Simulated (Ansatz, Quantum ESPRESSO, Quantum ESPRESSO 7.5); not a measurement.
**Nb2COF MXene, 1 layer in an electric field**

How does Nb2COF MXene, 1 layer respond to a gate-like field without added charge?

Program: Quantum ESPRESSO 7.5. Level of theory: plane-wave DFT, PBE, GBRV ultrasoft pseudopotentials (geometry and cross-check by Ansatz 0.2.0 with PAW datasets; geometry under PBE). Results are calculated unless marked as measured.

**1. The structure**

The cell holds 5 atoms: 1 F, 2 Nb, 1 C and 1 O. Its edges and angles: a = 3.151 Å, b = 3.151 Å, c = 21.543 Å, α = 90.0°, β = 90.0°, γ = 120.0°. It derives from Nb2COF. Vacuum lies along c.

This run has no spin polarisation although its electron count is odd. A spin-polarised state was not tried and may lie lower.

**2. Geometry from Ansatz**

A relaxation in Ansatz fixes the structure of this slab for the runs on it.

input.yaml reads:

```yaml
crystal:
  lattice:
    - [3.150576, 0.0, 0.0]
    - [-1.575288, 2.7284788526, 0.0]
    - [0.0, 0.0, 21.5426923708]
  atoms:
    - { symbol: F, position: [0.3333333333, 0.6666666667, 0.3945653521] }
    - { symbol: Nb, position: [0.6666666667, 0.3333333333, 0.438046439] }
    - { symbol: C, position: [0.0, 0.0, 0.4957520094] }
    - { symbol: Nb, position: [0.3333333333, 0.6666666667, 0.5534575798] }
    - { symbol: O, position: [0.6666666667, 0.3333333333, 0.6054346479] }
kpoints:
  mp_grid: { grid: [12, 12, 1] }
hamiltonian:
  xc: pbe
scf:
  occupations: { method: fermi_dirac, width: 0.05 }
  convergence: { dr2_threshold: 1.0e-08 }
efield:
  axis: 3
  dipole_correction: true
  ramp_position: 0.97
  ramp_width: 0.04
relax:
  f_tol: 0.01
  cell: { fix: [c, alpha, beta] }
output:
  write_potential: true
  write_density: true
  volumetric_format: npy
```

Run with:

```bash
$ ansatz run input.yaml --threads 4 --pin off --max-ram 8192MiB --backend cpu --events-out ev --progress --plain --runs-dir out
```

Numbers of over 12 decimals in the logs are rounded to 6 here.

The log of the run:

```text
Warning: relax.cell: scf.convergence.dr2_threshold = 1e-8 eV is looser than the 5e-10 eV advised for a relaxation that steers and ends on the stress (1e-10 eV for each atom of the cell: 5). What an SCF threshold leaves in a stress goes as its square root, and in the free energy as the threshold itself, and one threshold admits the most on a small cell: [figures from the program's tests cut] Set scf.convergence.dr2_threshold to 5e-10 eV or tighter. The threshold is an SCF's pass mark: one that does not reach it within its budget of iterations ends unconverged, or closes short of it on a stop that the run arms, and scf.convergence.dr2_threshold's page says what that costs each kind of run
Engine: ansatz 0.2.0, aarch64-unknown-linux-gnu
Pseudopotentials: kind: paw
Pseudopotential: F, paw, valence charge 7, recommended cutoff 420 eV (normal), F.paw.azcp
Pseudopotential: Nb, paw, valence charge 13, recommended cutoff 420 eV (normal), Nb.paw.azcp
Pseudopotential: C, paw, valence charge 4, recommended cutoff 420 eV (normal), C.paw.azcp
Pseudopotential: O, paw, valence charge 6, recommended cutoff 420 eV (normal), O.paw.azcp
Functional definition: PBE
  parameter kappa = 0.804
  parameter beta = 0.066725
  exchange = pbe_x(kappa = kappa, mu = beta*pi^2/3)
  correlation = pbe_c(beta = beta)
Crystal: 5 atoms, lattice volume = 185.187 Å³
Basis set: ecut = 420 eV, 3611 PW (Γ), exchange–correlation on 48×48×288 points (8 copies of the dense FFT grid, shifted against one another)
Bands: 27, of which v1, the nominal top of the filled ones, is band 22 counted from 1 (21 counted from 0)
Symmetry: 6 space group operations
Space group: P3m1 (ITA 156), of the structure as read, at distance tolerance 5.7e-5 Å
k-points: 19 of 144 (time reversal used)
Non-local potential: F, projectors of the file, l = 0: 2, l = 1: 2, l = 2: 1
Non-local potential: Nb, projectors of the file, l = 0: 3, l = 1: 2, l = 2: 2, l = 3: 1
Non-local potential: C, projectors of the file, l = 0: 2, l = 1: 2, l = 2: 1
Non-local potential: O, projectors of the file, l = 0: 2, l = 1: 2, l = 2: 1
PAW form: soft (Blöchl's): semilocal exchange-correlation on the pseudo side does not see the compensation charge
PAW one-centre angular grid: F, 110 points (default); XC on 64 Gauss nodes
PAW one-centre angular grid: Nb, 590 points (default); XC on 64 Gauss nodes
PAW one-centre angular grid: C, 110 points (default); XC on 64 Gauss nodes
PAW one-centre angular grid: O, 110 points (default); XC on 64 Gauss nodes
Initial density: superposition of atomic densities (neutral atoms: chi_scale 0, normalization atom), corrected by the library's trained network
Initial wavefunctions: pseudopotential atomic-orbital guess
Functional: x = pbe(κ = 0.804, μ = 0.219515), c = pbe(β = 0.066725)
SCF iter   1: F=—  HF=-10733.048663 eV  |F-HF|=—  |Δ(HF+E_count)|=         —  Δρ=6.20e-3  dr2=1.80e-1  ethr=1.77e-3  p=-0.171 e·Å  D=-1.67e-1 V/Å  ΔV_dip=3.59 eV  dr2_dipole=3.26e-3  V_vac-E_F(+/−)=5.75/2.16 eV  ⟨swp⟩=8.4  Hψ=3041  notcnv=0
efield: sawtooth ramp at fractional position 0.9700 (set: `efield.ramp_position`, or a place that a band, a saddle search or an elastic batch's reference lends), width 0.0400; the density the first Hamiltonian is built on has a dipole p = -0.171 e·Å; the dipole correction subtracts the counter field D = -1.67e-1 V/Å, which shifts the + side's vacuum level by +3.59 eV against the − side's; the planar-averaged density in the ramp window peaks in size at 3.4e-5 e/Å³
preconditioner: auto → LDOS  [insulator: Δε(μ)=0.180 eV  Ē_g=8.902 eV  σ=0.050 eV  W_gap=0.57  n_scr=14 (ndim 8)  ℏωp=13.6 eV  f_vac=0.669  D(μ)=2.23/eV (n_scr^D=10)  ε∞_Penn≈3.3  β→1.0]
SCF iter   2: F=—  HF=-10733.034462 eV  |F-HF|=—  |Δ(HF+E_count)|=   1.42e-2  Δρ=4.27e-3  dr2=5.72e-2  ethr=4.18e-4  p=-0.209 e·Å  D=-2.04e-1 V/Å  ΔV_dip=4.40 eV  dr2_dipole=6.15e-3  V_vac-E_F(+/−)=5.83/1.43 eV  ⟨swp⟩=2.9  Hψ=1032  notcnv=0
SCF iter   3: F=—  HF=-10733.028761 eV  |F-HF|=—  |Δ(HF+E_count)|=   5.70e-3  Δρ=1.23e-3  dr2=5.36e-3  ethr=1.33e-4  p=-0.205 e·Å  D=-2.00e-1 V/Å  ΔV_dip=4.31 eV  dr2_dipole=2.74e-4  V_vac-E_F(+/−)=5.93/1.62 eV  ⟨swp⟩=2.9  Hψ=909  notcnv=0
SCF iter   4: F=—  HF=-10733.027590 eV  |F-HF|=—  |Δ(HF+E_count)|=   1.17e-3  Δρ=5.22e-4  dr2=7.63e-4  ethr=1.25e-5  p=-0.213 e·Å  D=-2.08e-1 V/Å  ΔV_dip=4.47 eV  dr2_dipole=4.38e-6  V_vac-E_F(+/−)=5.91/1.44 eV  ⟨swp⟩=2.5  Hψ=843  notcnv=0
SCF iter   5: F=—  HF=-10733.027532 eV  |F-HF|=—  |Δ(HF+E_count)|=   5.74e-5  Δρ=1.38e-4  dr2=4.04e-5  ethr=1.77e-6  p=-0.215 e·Å  D=-2.10e-1 V/Å  ΔV_dip=4.52 eV  dr2_dipole=2.18e-6  V_vac-E_F(+/−)=5.91/1.39 eV  ⟨swp⟩=2.8  Hψ=872  notcnv=0
SCF iter   6: F=—  HF=-10733.027602 eV  |F-HF|=—  |Δ(HF+E_count)|=   6.94e-5  Δρ=3.76e-5  dr2=3.14e-6  ethr=9.39e-8  p=-0.215 e·Å  D=-2.10e-1 V/Å  ΔV_dip=4.52 eV  dr2_dipole=3.32e-7  V_vac-E_F(+/−)=5.91/1.39 eV  ⟨swp⟩=2.8  Hψ=984  notcnv=0
SCF iter   7: F=—  HF=-10733.027577 eV  |F-HF|=—  |Δ(HF+E_count)|=   2.45e-5  Δρ=1.36e-5  dr2=5.57e-7  ethr=7.30e-9  p=-0.215 e·Å  D=-2.10e-1 V/Å  ΔV_dip=4.52 eV  dr2_dipole=1.16e-7  V_vac-E_F(+/−)=5.91/1.39 eV  ⟨swp⟩=3.2  Hψ=1034  notcnv=0
SCF iter   8: F=—  HF=-10733.027578 eV  |F-HF|=—  |Δ(HF+E_count)|=   4.79e-7  Δρ=4.62e-6  dr2=6.10e-8  ethr=1.29e-9  p=-0.215 e·Å  D=-2.10e-1 V/Å  ΔV_dip=4.52 eV  dr2_dipole=4.84e-9  V_vac-E_F(+/−)=5.91/1.39 eV  ⟨swp⟩=2.4  Hψ=807  notcnv=0
SCF iter   9: F=-10733.027578 eV  HF=-10733.027578 eV  |F-HF|=5.51e-9  |Δ(HF+E_count)|=   2.74e-8  Δρ=1.02e-6  dr2=5.73e-9  ethr=2.33e-11  p=-0.214 e·Å  D=-2.10e-1 V/Å  ΔV_dip=4.51 eV  dr2_dipole=1.96e-9  V_vac-E_F(+/−)=5.91/1.40 eV  ⟨swp⟩=11.1  Hψ=4148  notcnv=0
SCF 1 converged in 9 iterations: F = -10733.027578 eV  dr2 = 5.73e-9
  greatest PAW one-centre occupation: 0.998 electrons in one spin orbital (limit 2), on the Nb atom at site 3 (counted from 0), in its partial waves of l = 0
relax step   1: F+E_penalty+E_count = -10733.02757771 eV  Δ(F+E_penalty+E_count) = +0.000e0 eV  max|allowed force component| = 7.036e0 eV/Å  Δτ_max = 0.0000 Å  P = +3.183 GPa  Ω = 185.187 Å³  fix = [c, alpha, beta]  reactions: c +1.290 GPa  (9 SCF iters, accepted)
Crystal: 5 atoms, lattice volume = 187.842 Å³
Basis set: ecut = 420 eV, 3695 PW (Γ), exchange–correlation on 48×48×288 points (8 copies of the dense FFT grid, shifted against one another)
Initial density: handed on by an earlier stage of this run
Initial wavefunctions: those handed on with the density
iter 1 solved again at ethr=1.73e-3 eV; its pass at ethr=3.10e-3 eV (dr2=7.46e-1 eV) is discarded
[...]
SCF 3 converged in 9 iterations: F = -10734.469770 eV  dr2 = 9.06e-10
relax step   3: F+E_penalty+E_count = -10734.46976977 eV  Δ(F+E_penalty+E_count) = -1.591e-1 eV  max|allowed force component| = 1.842e-1 eV/Å  Δτ_max = 0.1950 Å  P = +0.044 GPa  Ω = 182.411 Å³  energy of the carried Pulay correction = +2.701e-3 eV  fix = [c, alpha, beta]  reactions: c -0.652 GPa  (9 SCF iters, accepted)
[...]
relax step   4: F+E_penalty+E_count = -10734.47521232 eV  Δ(F+E_penalty+E_count) = -5.443e-3 eV  max|allowed force component| = 6.336e-2 eV/Å  Δτ_max = 0.0320 Å  P = -0.011 GPa  Ω = 184.147 Å³  energy of the carried Pulay correction = +1.006e-3 eV  fix = [c, alpha, beta]  reactions: c -0.058 GPa  (7 SCF iters, accepted)
[...]
relax step   5: F+E_penalty+E_count = -10734.47523788 eV  Δ(F+E_penalty+E_count) = -2.555e-5 eV  max|allowed force component| = 2.772e-2 eV/Å  Δτ_max = 0.0024 Å  P = +0.013 GPa  Ω = 184.239 Å³  energy of the carried Pulay correction = +9.174e-4 eV  fix = [c, alpha, beta]  reactions: c +0.004 GPa  (5 SCF iters, accepted)
[...]
relax step   6: F+E_penalty+E_count = -10734.47520310 eV  Δ(F+E_penalty+E_count) = +3.478e-5 eV  max|allowed force component| = 9.607e-3 eV/Å  Δτ_max = 0.0008 Å  P = -0.001 GPa  Ω = 184.302 Å³  energy of the carried Pulay correction = +8.567e-4 eV  fix = [c, alpha, beta]  reactions: c -0.003 GPa  (5 SCF iters, accepted)
Initial wavefunctions: pseudopotential atomic-orbital guess (no wavefunctions were taken with the density)
iter 1 solved again at ethr=5.82e-7 eV; its pass at ethr=3.10e-3 eV (dr2=2.50e-4 eV) is discarded
SCF iter   1: F=—  HF=-10734.474404 eV  |F-HF|=—  |Δ(HF+E_count)|=         —  Δρ=2.30e-5  dr2=1.42e-7  ethr=5.82e-7  p=-0.053 e·Å  D=-5.17e-2 V/Å  ΔV_dip=1.11 eV  dr2_dipole=3.54e-11  V_vac-E_F(+/−)=5.90/4.78 eV  ⟨swp⟩=4.1  Hψ=4574  notcnv=0
efield: sawtooth ramp at fractional position 0.9700 (set: `efield.ramp_position`, or a place that a band, a saddle search or an elastic batch's reference lends), width 0.0400; the density the first Hamiltonian is built on has a dipole p = -0.053 e·Å; the dipole correction subtracts the counter field D = -5.17e-2 V/Å, which shifts the + side's vacuum level by +1.11 eV against the − side's; the planar-averaged density in the ramp window peaks in size at 4.0e-7 e/Å³
eigensolver tolerance schedule: the retry pair's looser diagonalisation over-reported the residual by 1754.56 of it (diagonalisation noise at 0.49 of the residual, at the tolerance the schedule requests for it); recorded, not acted on — ethr = c·dr2/N_el stays at c = 1.0e-1
preconditioner: auto → LDOS  [metal: Δε(μ)=0.052 eV  Ē_g=8.527 eV  σ=0.050 eV  W_gap=0.25  n_scr=14 (ndim 8)  ℏωp=13.7 eV  f_vac=0.663  D(μ)=1.65/eV (n_scr^D=8)  β→1.0]
SCF iter   2: F=—  HF=-10734.474359 eV  |F-HF|=—  |Δ(HF+E_count)|=   4.57e-5  Δρ=9.60e-6  dr2=9.47e-8  ethr=3.31e-10  p=-0.053 e·Å  D=-5.17e-2 V/Å  ΔV_dip=1.11 eV  dr2_dipole=8.55e-11  V_vac-E_F(+/−)=5.90/4.78 eV  ⟨swp⟩=4.0  Hψ=1420  notcnv=0
SCF iter   3: F=-10734.474359 eV  HF=-10734.474359 eV  |F-HF|=3.77e-8  |Δ(HF+E_count)|=  2.29e-10  Δρ=2.46e-6  dr2=8.68e-9  ethr=2.33e-11  p=-0.053 e·Å  D=-5.17e-2 V/Å  ΔV_dip=1.11 eV  dr2_dipole=5.81e-12  V_vac-E_F(+/−)=5.90/4.78 eV  ⟨swp⟩=12.2  Hψ=4583  notcnv=0
SCF 7 converged in 3 iterations: F = -10734.474359 eV  dr2 = 8.68e-9
relax step   7: F+E_penalty+E_count = -10734.47435859 eV  Δ(F+E_penalty+E_count) = +8.445e-4 eV  max|allowed force component| = 9.513e-3 eV/Å  Δτ_max = 0.0000 Å  P = -0.002 GPa  Ω = 184.302 Å³  fix = [c, alpha, beta]  reactions: c +0.003 GPa  stress off target by 4.38e-3 GPa on what of the cell is left free  SCF on the basis re-selected at this cell (its energy is not comparable with the rows above)  (3 SCF iters)
basis re-selected at this cell: Δ(F+E_penalty+E_count) = +8.445e-4 eV, ΔP = -0.001 GPa vs the last step (what re-selecting the basis moved, of the pressure what is left beyond the Pulay correction that the steps carried, after the strain that the cell walked since its last selection, with what the two solves' SCF thresholds leave and, on support functions, any second-order correction that the steps lacked; it is no m [...]
WARN: The output density's exchange-correlation potential varies sharply where the density is thin. Do not read a vacuum level from v_tot or v_xc, or from such a field of the output density. On a cell that repeats whose density bears no net charge and no dipole along the vacuum's axis use v_es (v_loc + v_h of the components); under efield.dipole_correction with no amplitude use v_es + v_field, which holds any externa [...]
SCF converged after 3 iterations
Free energy (F): -10734.474359 eV
Harris-Foulkes:  -10734.474359 eV  (|F-HF|=3.77e-8)
Internal energy: -10734.461409 eV  (E = F + TS)
E sigma→0 (E₀):  -10734.467884 eV
Entropy (-TS):   -0.012949 eV (-2.590 meV/atom)
Fermi energy:    1.036310 eV
Dipole field:    D = -0.051700 V/Å  (p = -0.052657 e·Å, saw-weighted, corrected)
Work function:   Φ+ = 5.8965 eV   Φ− = 4.7827 eV
Levels:          The Fermi level and band energies are counted from a zero that moves with the ramp; work functions are not
--- Per-component energies (eV) ---
  E_band       = -776.373710
  E_kinetic    = 1260.416157
  E_local      = -39462.930314  (includes V_loc(G=0)·N_el)
  E_nonlocal   = 383.974464
  E_hartree    = 19023.095548
  E_xc         = -554.207783
  E_vxc        = -683.877037  (∫ρ·V_xc dr)
  E_paw        = -6602.380189  (= ΣΔE_a)
  E_vpaw       = -320.442396  (= ΣTr[D̂ρ^β])
  E_aug_tail   = 0.004496  (compensation charges beyond the density's cutoff)
  E_efield     = 0.001361  (sawtooth field / dipole correction)
  E_vefield    = 0.284532  (∫n·V_field dr)
  E_ewald      = 15217.564850
  E_smearing   = -0.012949  (= −TS)
  E_closure    = 0.000000  (closes the sum)
  Σ components = -10734.474359   (vs F -10734.474359, Δ=0.00e0)
--- Forces (eV/Å), atoms counted from 1 ---
  atom   1  F     -0.00000000    -0.00000000     0.00181980
  atom   2  Nb     0.00000000     0.00000000     0.00188634
  atom   3  C     -0.00000000    -0.00000000    -0.00950981
  atom   4  Nb     0.00000000     0.00000000     0.00229210
  atom   5  O      0.00000000     0.00000000     0.00352572
  max |Σ_I F_I| component: 1.42e-5 eV/Å
--- Stress (GPa, compression-positive) ---
       -0.004382       0.000000      -0.000000
        0.000000      -0.004382       0.000000
       -0.000000       0.000000       0.002789
  P = ⅓ Tr σ = -0.0020 GPa (-0.020 kbar)
--- Band table (eV; the first three rows and the last of 19) ---
  k-point 0: bands = [... 18 lower, -2.0868, -2.0868, 0.1840, 0.1840, 0.9836, 2.4831, 2.4831, 3.0918, ... 1 higher]
  k-point 1: bands = [... 18 lower, -2.1932, -2.1541, 0.0494, 0.3219, 1.0131, 2.4239, 2.6036, 3.1786, ... 1 higher]
  k-point 2: bands = [... 18 lower, -2.4065, -2.1585, -0.2559, 0.7149, 1.0651, 2.4603, 2.8322, 3.2995, ... 1 higher]
  k-point 18: bands = [... 18 lower, -2.8950, -2.8586, 0.8095, 1.1799, 1.8586, 2.7988, 3.3415, 3.8373, ... 1 higher]
--- Relaxed structure (6 steps of the walk, 6 accepted, 1 SCFs on fresh bases) ---
  F+E_penalty+E_count = -10734.47435859 eV   max|allowed force component| = 9.513e-3 eV/Å   (the final SCF, on the basis selected at the relaxed cell)
  cell:  # Å, volume = 184.3018 Å³
    - [3.143037, -2.790045115938646e-19, 0]
    - [-1.571518, 2.721950, 0]
    - [0, 0, 21.5426923708]
  atoms:
    - { symbol: F, position: [0.333333, 0.666667, 0.379879] }
    - { symbol: Nb, position: [0.666667, 0.333333, 0.445703] }
    - { symbol: C, position: [2.2018303151960196e-18, 0, 0.498652] }
    - { symbol: Nb, position: [0.333333, 0.666667, 0.556714] }
    - { symbol: O, position: [0.666667, 0.333333, 0.606308] }
```

It took 19 s on 4 threads of Arm Neoverse V1, shared host; peak memory 0.51 GiB; 70 s of CPU time.

The steps of the relaxation:

```
step  energy less that of the first step (eV)  largest force component (eV/Å)  pressure (GPa)  volume (Å³)
   1                                   0.0000                          7.0358            3.18       185.19
   2                                  -1.2831                          1.3439            2.00       187.84
   3                                  -1.4422                          0.1842            0.04       182.41
   4                                  -1.4476                          0.0634           -0.01       184.15
   5                                  -1.4477                          0.0277            0.01       184.24
   6                                  -1.4476                          0.0096            0.00       184.30
  7*                                  -1.4468                          0.0095            0.00       184.30
```

Relaxation steps marked * repeat the geometry before them on a plane-wave basis chosen anew for their cell, so energy and pressure can jump there.

Forces are held to the 6 operations that the run works with; a distortion that breaks them can't arise in this run.

```
cell as run  before  after  change
      a (Å)   3.151  3.143  -0.2 %
      b (Å)   3.151  3.143  -0.2 %
```

The atoms that moved most (Å, along periodic axes as changes of fractional coordinates times the final cell, across vacuum about the mean position):

```
atom     dx     dy      dz  length
  F1  0.000  0.000  -0.316   0.316
 Nb2  0.000  0.000   0.165   0.165
 Nb4  0.000  0.000   0.070   0.070
  C3  0.000  0.000   0.062   0.062
  O5  0.000  0.000   0.019   0.019
```

The relaxed structure:

```xyz
5
Lattice="3.1430 0.0000 0.0000 -1.5715 2.7219 0.0000 0.0000 0.0000 21.5427" Properties=species:S:1:pos:R:3
F     0.0000    1.8146    8.1836
Nb    1.5715    0.9073    9.6016
C     0.0000    0.0000   10.7423
Nb    0.0000    1.8146   11.9931
O     1.5715    0.9073   13.0615
```

Read from the output:

| Property | Result |
| --- | --- |
| free energy | -10734.4744 eV |
| energy at zero smearing | -10734.4679 eV |
| smearing term TS | 0.01295 eV |
| Fermi energy | 1.036 eV |
| symmetry operations | 6 |
| work function of the upper face | 5.897 eV |
| work function of the lower face | 4.783 eV |
| dipole along the normal | -0.05266 e·Å |

(Part 1 of 6 ends here.)

[Logs are printed without paths, hosts, clocks, repeated set-up lines and the standing remarks that a program may print on its own settings, such as how far it seeks lower states.]

[Hosts, paths, dates, database ids (printed as entryN), source tags and the programs' standing remarks are cut or masked in the printed files.]

[Maps of the electrostatic potential energy from Ansatz leave out the sawtooth potential of an applied field or a dipole correction, so their vacuum need not be flat; planar profiles and work functions include it.]
